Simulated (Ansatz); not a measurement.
# Ba2H3F (built on the sites of a database entry of Ba2H3I): phonons and vibrational spectra, part 3 of 3

Aim: the vibrations of Ba2H3F (built on the sites of a database entry of Ba2H3I), their spectra, and whether the structure is stable.

Ansatz 0.2.0; DFT PBEsol, scalar-relativistic, plane waves, PAW.

So far. Step 4 (Relaxing to small forces for the phonons): The largest force component left is 0.65 meV/Å and the pressure is 0.002 GPa, within the tolerances set. The cell now holds 15.91 Å³/atom. Step 5 (Linear response at the zone centre): Before it was imposed, the acoustic sum rule was missed by 1.2e-5 eV/Å² and the charge sum rule by 0.0040 e. Small misses are needed for a sound result but don't prove that mesh and cutoff are converged. The relaxed cell has a = 4.294, c = 5.979 Å (conventional setting).

The structure was built from a prototype and need not be the compound's stable phase.

**6. Response at finite wavevector**

Stability and thermal properties need the whole zone. Linear response on a 2×2×2 q mesh gives force constants as far as a supercell of that size would, and the tensors from the zone-centre run are typed in so that the long-range dipole term is interpolated apart.

File input.yaml:

```yaml
crystal:
  lattice:
    - [4.2935918184, 2.8188e-06, 0.0]
    - [-2.1467983504, 3.7183581789, 0.0]
    - [0.0, 0.0, 5.9791168191]
  atoms:
    - { symbol: Ba, position: [0.6666666667, 0.3333333333, 0.7496983071] }
    - { symbol: Ba, position: [0.3333333333, 0.6666666667, 0.2503016929] }
    - { symbol: H, position: [0.6666666667, 0.3333333333, 0.2920896742] }
    - { symbol: H, position: [0.3333333333, 0.6666666667, 0.7079103258] }
    - { symbol: H, position: [0.0, 0.0, 0.5] }
    - { symbol: F, position: [0.0, 0.0, 0.0] }
kpoints:
  mp_grid: { grid: [6, 6, 4] }
hamiltonian:
  xc: pbesol
scf:
  occupations: { method: fixed }
output:
  eigenvalues: true
phonons:
  method: dfpt
  qmesh: [2, 2, 2]
  temperatures: { t_max: 1000, t_step: 50 }
  qpath:
    path:
      - [[0.0, 0.0, 0.0], [0.5, 0.0, 0.0], [0.33333333, 0.33333333, 0.0], [0.0, 0.0, 0.0], [0.0, 0.0, 0.5], [0.5, 0.0, 0.5], [0.33333333, 0.33333333, 0.5], [0.0, 0.0, 0.5]]
      - [[0.5, 0.0, 0.5], [0.5, 0.0, 0.0]]
      - [[0.33333333, 0.33333333, 0.5], [0.33333333, 0.33333333, 0.0]]
    npoints: 10
  non_analytic_term:
    high_frequency_dielectric_tensor: [[4.7524, 0.0, 0.0], [0.0, 4.7524, 0.0], [0.0, 0.0, 4.2701]]
    born_effective_charges:
      - { species: Ba, tensor: [[2.4634, 0.0, 0.0], [0.0, 2.4634, 0.0], [0.0, 0.0, 2.2286]] }
      - { species: Ba, tensor: [[2.4634, 0.0, 0.0], [0.0, 2.4634, 0.0], [0.0, 0.0, 2.2286]] }
      - { species: H, tensor: [[-1.0245, 0.0, 0.0], [0.0, -1.0245, 0.0], [0.0, 0.0, -1.0514]] }
      - { species: H, tensor: [[-1.0245, 0.0, 0.0], [0.0, -1.0245, 0.0], [0.0, 0.0, -1.0514]] }
      - { species: H, tensor: [[-1.2905, 0.0, 0.0], [0.0, -1.2905, 0.0], [0.0, 0.0, -0.7483]] }
      - { species: F, tensor: [[-1.5871, 0.0, 0.0], [0.0, -1.5871, 0.0], [0.0, 0.0, -1.606]] }
    source: "zone-centre run at this cell"
```

Run with:

```
> ansatz run input.yaml --threads 8 --pin off --max-ram 14336MiB --backend cpu --events-out ev --progress --plain --runs-dir out
```

Numbers of over 12 decimals in the logs are rounded to 6 here.

The program printed:

```text
Warning: phonons: the dynamical matrix that this run interpolates holds no multipole term above the dipole-dipole one, and a site of this crystal is no centre of inversion, so its interpolated transverse optical and acoustic branches and sound speeds can stay off near Gamma, and the density of states and the thermodynamics with them. What a run solves at a wave vector of phonons.qpoints, Gamma apart, where the deck admits one, is free of this, and under fd what a larger phonons.supercell samples
[...]
Crystal: 6 atoms, lattice volume = 95.457 Å³
Basis set: ecut = 420 eV, 1885 PW (Γ), exchange–correlation on 60×60×80 points (8 copies of the dense FFT grid, shifted against one another)
Bands: 21, of which v1, the nominal top of the filled ones, is band 15 counted from 1 (14 counted from 0)
Symmetry: 12 space group operations
k-points: 24 of 144
[...]
SCF iter   1: F=—  HF=-12577.771646 eV  |F-HF|=—  |Δ(HF+E_count)|=         —  Δρ=9.39e-3  dr2=6.20e-2  ethr=1.77e-3  ⟨swp⟩=4.8  Hψ=2323  notcnv=0  defer=93
[...]
SCF iter   9: F=-12577.754079 eV  HF=-12577.754079 eV  |F-HF|=3.64e-12  |Δ(HF+E_count)|=  6.37e-11  Δρ=4.87e-8  dr2=3.05e-12  ethr=1.00e-12  ⟨swp⟩=12.6  Hψ=3899  notcnv=0
SCF 1 converged in 9 iterations: F = -12577.754079 eV  dr2 = 3.05e-12
[...]
NSCF: frozen V_eff on 24 k-points
[...]
DFPT response loops at q = (0, 0, 0) (fractional): preconditioner auto → Resta (q_TF=auto, 2.250 Å⁻¹)  ε∞=5.8 (no band partly filled); β = 1.00, the filter's whole step (`scf.mixing.beta` (0.50) is not read by the response loops at its default; to damp them type it under 1.00, their step now; it binds the ground state too); Broyden in place of MSR1
[...]
SCF converged after 9 iterations
Free energy (F): -12577.754079 eV
[...]
Internal energy: -12577.754079 eV  (E = F + TS)
E sigma→0 (E₀):  -12577.754079 eV
Fermi energy:    7.771586 eV
[...]
--- Band table (eV; the first three rows and the last of 24) ---
  k-point 0: bands = [... 11 lower, 2.8462, 3.9475, 5.0764, 7.7716, 11.1535, 11.1535, 11.4751, 11.4751, ... 2 higher]
  k-point 1: bands = [... 11 lower, 2.8327, 4.3886, 5.1650, 7.6982, 10.5980, 10.5980, 11.4676, 11.5257, ... 2 higher]
  k-point 2: bands = [... 11 lower, 2.8192, 5.0409, 5.0670, 7.5483, 10.3521, 10.3521, 11.3355, 11.5727, ... 2 higher]
  k-point 23: bands = [... 11 lower, 3.1841, 6.0106, 6.1891, 6.1891, 9.8976, 9.8976, 11.9623, 12.4568, ... 2 higher]
--- Phonons (Γ-DFPT): 8 representative perturbations + reference (Σ response iterations 29) ---
  ASR residual: 1.787e-5 → 0.000e0 eV/Å²; symmetrization residual: 7.958e-7 eV/Å²
  ASR residual per site (eV/Å²): 1.79e-5 1.79e-5 9.57e-6 9.57e-6 4.96e-6 5.50e-6
[...]
--- Phonons (arbitrary-q DFPT): 4 irreducible q on the 2×2×2 mesh ---
  q = [0.0000, 0.0000, 0.0000] (star 1, of the zone-centre solve; hermiticity 2.01e-7, symmetrization 9.56e-8): -0.00 0.00 0.00 76.97 76.97 110.10 125.08 125.08 158.96 432.79 494.50 494.50 500.93 736.47 1008.81 1008.81 1011.99 1011.99
  q = [0.0000, 0.0000, -0.5000] (star 1, 8 solved perturbations in 400 linear systems a pass and spin channel, the states on 76 of 144 k-point pairs; hermiticity 2.00e-5, symmetrization 6.66e-6): 51.74 51.74 56.19 56.19 62.58 92.85 125.05 125.05 240.09 494.47 494.47 582.42 603.92 829.33 1008.85 1008.85 1012.87 1012.87
[...]
sum rule: each row above includes the acoustic sum rule's correction from the zone centre's row sums; it moved no ω² by more than (1.61 cm⁻¹)²
  mesh force constants: q→R imaginary residual 8.84e-18; ASR residual 1.787e-5 → 0.000e0 eV/Å²; symmetrization residual 5.329e-15 eV/Å²
  interpolated dispersion: 94 rows × 18 modes
  density of states and harmonic sums: on the 18×18×12 q-mesh, interpolated from the force constants of a 2×2×2 supercell (with the dipole–dipole term of supplied tensors)
  largest difference from the sums on the solved wave vectors: F 1.26e-1 eV, S 1.70e-4 and C_V 4.30e-5 eV/K
  zero-point energy: 0.484979 eV/cell   skipped modes (ω ≤ 0): 94, of them read as no rigid motion or as one in doubt: 91 (2.415e-1 modes/cell left out, lowest -34.04 cm⁻¹)   left out of the sums: 1.35e-2 of the cell's modes: C_V's classical limit lies that fraction below 3 k_B per atom; for a crystal, a wire or a layer, F and S can be off by more, and a phonons.interpolated_qmesh denser along its periods is the remedy for the sampling
```

It took 52 s on 8 threads of Arm Neoverse V2, shared host; peak memory 0.84 GiB; 6.4 min of CPU time.

Numbers from this step:

* sum-rule residual before enforcement: 1.79e-5 eV/Å²
* lowest frequency on the path: -34.04 cm⁻¹
* highest frequency on the path or at a solved wavevector: 1113 cm⁻¹
* lowest mode on the q mesh (acoustic modes at Γ apart): -34.04 cm⁻¹

Frequencies (cm⁻¹) solved at each irreducible wavevector; negative means imaginary. Frequencies by wavevector, by row:

```tsv
q in reciprocal lattice units	star	mode 1	mode 2	mode 3	mode 4	mode 16	mode 17	mode 18
0 0 0	1	0	0	0	77	1009	1012	1012
0 0 -0.5	1	51.7	51.7	56.2	56.2	1009	1013	1013
0 -0.5 0	3	31.3	58.7	73.3	80.9	993.6	1050	1054
0 -0.5 -0.5	3	-34	65.6	67	76	994	1052	1053
```

Interpolated from a 2×2×2 q mesh, rough between the solved points, with the LO-TO term (at Γ the limit along the path; where Γ stands inside the path, tables give the limit on arrival). Phonon branches along the path, in cm⁻¹:

```tsv
point	branch 1	branch 2	branch 3	branch 4	branch 15	branch 16	branch 17	branch 18
Γ	0	0	0	77	1009	1009	1012	1113
halfway	39	47	62	82	998	1002	1023	1092
M	31	59	73	81	986	994	1050	1054
halfway	54	65	75	87	995	1002	1040	1045
K	69	75	75	85	1006	1024	1024	1025
halfway	48	55	62	91	998	1003	1022	1084
Γ	0	0	0	77	1009	1009	1012	1113
halfway	29	29	39	71	1009	1009	1012	1012
A	52	52	56	56	1009	1009	1013	1013
halfway	23	59	68	70	998	1004	1042	1044
L	-34	66	67	76	988	994	1052	1053
halfway	-24	48	87	88	998	1003	1042	1044
H	26	26	99	103	1013	1020	1027	1027
halfway	10	59	73	74	1001	1002	1042	1044
A	52	52	56	56	1009	1009	1013	1013
jump to L	-34	66	67	76	988	994	1052	1053
halfway	-22	62	75	79	987	994	1051	1053
M	31	59	73	81	986	994	1050	1054
jump to H	26	26	99	103	1013	1020	1027	1027
halfway	47	47	80	99	1009	1023	1025	1025
K	69	75	75	85	1006	1024	1024	1025
```

Tetrahedra on a 18×18×12 mesh, mean over bins of 10 cm-1. Interpolated from a 2×2×2 q mesh, rough between the solved points. Table of phonon density of states by wavenumber; read off at these points:

```tsv
wavenumber (cm⁻¹)	phonon density of states (1/cm⁻¹/cell)
-35	0.00175
-5	0.00537
25	0.0235
55	0.0528
75	0.0855
85	0.0755
125	0.0905
135	0.102
155	2.2e-4
185	0.0366
215	0.00236
245	0
275	0
305	0
335	0
365	0
405	0.0245
435	0.0126
465	0.00731
495	0.0138
525	0.0152
555	0.0110
585	0.0118
615	0.00231
645	0.0051
675	0.0454
715	0.00737
745	0.00265
775	0.00126
805	7.4e-4
835	0
865	0
895	0
925	0
955	0
995	0.0829
1005	0.0971
1025	0.0307
1035	0.0450
1055	0.0327
1085	0.00583
1115	2.0e-5
```

The partial phonon density of states has structure finer than the step of the table below, so its rows give means over 25 cm⁻¹, whole bins alone (the curve runs from -43.5 to 1155 cm⁻¹). Peaks (cm⁻¹: height): Ba 77.1: 0.0718; F 129.9: 0.0462, 182.7: 0.0255; H 416.3: 0.0269, 514.3: 0.0202, 680.1: 0.0418, 1004.2: 0.0742.

Phonopy on the run's constants, 15x15x9 mesh, Gaussian sigma 8.6 cm-1. Interpolated from a 2×2×2 q mesh, rough between the solved points. The partial phonon density of states by wavenumber; means over each step; values in 1/cm⁻¹/cell:

```tsv
wavenumber (cm⁻¹)	Ba	F	H
-25	0.00404	0.00191	2.0e-4
0	0.00482	0.00168	1.9e-4
25	0.0165	0.00362	4.4e-4
50	0.0396	0.00500	5.4e-4
75	0.0680	0.00678	4.7e-4
100	0.0498	0.0121	4.5e-4
125	0.0375	0.0351	9.8e-4
150	0.0152	0.0169	3.9e-4
175	0.00190	0.0205	3.9e-4
200	9.4e-4	0.0112	2.2e-4
225	1.3e-4	0.00161	3.9e-5
250	1.9e-5	2.1e-4	1.1e-6
275	0	6.2e-7	0
300	0	0	0
325	0	0	0
350	0	0	0
375	2.8e-6	5.3e-5	8.1e-4
400	8.5e-5	7.5e-4	0.0158
425	1.1e-4	6.5e-4	0.0201
450	3.8e-5	2.7e-4	0.00932
475	4.2e-5	2.5e-4	0.00789
500	7.9e-5	2.6e-4	0.0158
525	7.3e-5	1.5e-4	0.0169
550	5.4e-5	1.4e-4	0.0116
575	5.8e-5	1.9e-4	0.0116
600	2.7e-5	6.6e-5	0.00606
625	1.0e-5	1.2e-5	0.00289
650	2.2e-5	2.6e-5	0.00899
675	5.9e-5	1.0e-4	0.0333
700	3.5e-5	9.2e-5	0.0241
725	1.1e-5	4.0e-5	0.00608
750	1.0e-5	1.6e-5	0.00241
775	1.0e-5	7.8e-6	0.00132
800	6.1e-6	0	7.6e-4
825	6.6e-7	0	3.9e-4
850	0	0	4.1e-5
875	0	0	0
900	0	0	0
925	0	0	0
950	0	0	3.0e-5
975	3.3e-5	1.2e-6	0.0102
1000	1.9e-4	1.7e-5	0.0614
1025	7.2e-5	2.8e-5	0.0388
1050	5.0e-5	3.5e-5	0.0342
1075	4.1e-5	1.1e-5	0.0120
1100	1.5e-5	0	0.00256
1125	9.6e-7	0	1.9e-4
```

Symmetry leaves 4 wavevectors to solve. The lowest mode among them, the acoustic zeros apart, lies at q = (0, -0.5, -0.5) and is imaginary, 34.0i cm⁻¹, so the energy falls along it.

**7. Isotope substitution, element Ba, natural mass 137.327 amu**

An isotope changes the mass and not the force constants, so no new electronic calculation is needed; the shifts show which modes move this element.

The same force constants with the mass of Ba changed from 137.327 to 133.905 u (phonopy, no LO-TO term). Both lists are sorted by frequency; levels can cross, so a row need not hold one and the same mode. Modes under 3 cm⁻¹ are left out. Isotope shifts, by row, the first 40 of 60 rows:

```tsv
q	rank	natural mass (cm⁻¹)	changed mass (cm⁻¹)
0 0 0	4	76.97	77.95
0 0 0	5	76.97	77.95
0 0 0	6	110.1	111.5
0 0 0	7	125.1	125.2
0 0 0	8	125.1	125.2
0 0 0	9	159	159.1
0 0 0	10	432.8	432.8
0 0 0	11	494.5	494.5
0 0 0	12	494.5	494.5
0 0 0	13	500.9	501
0 0 0	14	736.5	736.5
0 0 0	15	1009	1009
0 0 0	16	1009	1009
0 0 0	17	1012	1012
0 0 0	18	1012	1012
0 0 -0.5	1	51.74	52.39
0 0 -0.5	2	51.74	52.39
0 0 -0.5	3	56.19	56.84
0 0 -0.5	4	56.19	56.84
0 0 -0.5	5	62.58	63.37
0 0 -0.5	6	92.85	93.93
0 0 -0.5	7	125	125.2
0 0 -0.5	8	125	125.2
0 0 -0.5	9	240.1	240.3
0 0 -0.5	10	494.5	494.5
0 0 -0.5	11	494.5	494.5
0 0 -0.5	12	582.4	582.4
0 0 -0.5	13	603.9	604
0 0 -0.5	14	829.3	829.4
0 0 -0.5	15	1009	1009
0 0 -0.5	16	1009	1009
0 0 -0.5	17	1013	1013
0 0 -0.5	18	1013	1013
0 -0.5 0	1	31.33	31.43
0 -0.5 0	2	58.71	59.45
0 -0.5 0	3	73.28	74.21
0 -0.5 0	4	80.91	81.77
0 -0.5 0	5	89.19	90.3
0 -0.5 0	6	118.8	119.8
0 -0.5 0	7	133.9	134.1
```

A mode of this element alone would shift by +1.27 %. The highest zone-centre frequency without the field goes from 1012.0 to 1012.0 cm⁻¹ (+0.0 %). The product of the frequency ratios over all optical modes at Γ is 1.042; the product rule, (m/m′)^(3k/2) (M′/M)^(3/2) with k = 2 such atoms and M the mass of the cell, gives 1.042.

**8. Isotope substitution, element H, natural mass 1.008 amu**

The same for H, from 1.01 to 2.01 u.

A mode of this element alone would shift by -29.26 %. The highest zone-centre frequency without the field goes from 1012.0 to 717.8 cm⁻¹ (-29.1 %). The product of the frequency ratios over all optical modes at Γ is 0.045; the product rule, (m/m′)^(3k/2) (M′/M)^(3/2) with k = 3 such atoms and M the mass of the cell, gives 0.045.

**9. Summary of results**

```json
{
 "space group after relaxation (within 0.01 Å)": "P-3m1",
 "volume per atom": "15.9 Å³",
 "gap on the k-mesh": "1.81 eV",
 "highest optical mode at the zone centre (no LO-TO term)": "1012 cm⁻¹",
 "top of the zone-centre spectrum with the field": "1113 cm⁻¹",
 "lowest optical zone-centre mode": "77.0 cm⁻¹",
 "mean high-frequency dielectric constant": "4.59",
 "mean static dielectric constant": "18.7",
 "largest Born charge (third of the trace)": "2.39 e",
 "lowest mode on the q mesh (acoustic modes at Γ apart)": "-34.0 cm⁻¹",
 "highest frequency on the path or at a solved wavevector": "1113 cm⁻¹",
 "imaginary modes on the 2×2×2 q mesh": "yes"
}
```

What this shows: Modes are clearly imaginary (beyond 10i cm⁻¹) at 1 of the 4 irreducible wavevectors, most at q = (0, -0.5, -0.5) (34.0i cm⁻¹), so this structure is not a minimum of the energy. Without the field, the optical modes at Γ span 77 to 1012 cm⁻¹. The highest mode in this list at Γ, 1012.0 cm⁻¹, is mostly motion of H (99 % of the kinetic energy). With the macroscopic field of the longitudinal modes the top of the zone-centre spectrum lies at 1113 cm⁻¹, against 1012 cm⁻¹ without it. Lattice motion raises the mean dielectric constant from 4.592 to 18.71. The strongest infrared line is at 494 cm⁻¹. With the field response the log warns that the k mesh is coarse for the force constants too, so the frequencies may not be converged. The q mesh stands for a supercell only 8.6 Å across, so branches between the solved wavevectors are rough. The program warns that the interpolation holds no quadrupole term, so branches close to Γ can be off in this crystal. Spin-orbit coupling is left out, which can matter for the heavy elements here. The starting cell was built on a prototype and not taken from a measurement, so the phase need not exist. These are harmonic frequencies at zero temperature: anharmonic shifts, linewidths and thermal expansion are left out.

[Logs are printed without paths, hosts, clocks, repeated set-up lines and the standing remarks that a program may print on its own settings, such as how far it seeks lower states.]

[Hosts, paths, dates, database ids (printed as entryN), source tags and the programs' standing remarks are cut or masked in the printed files.]
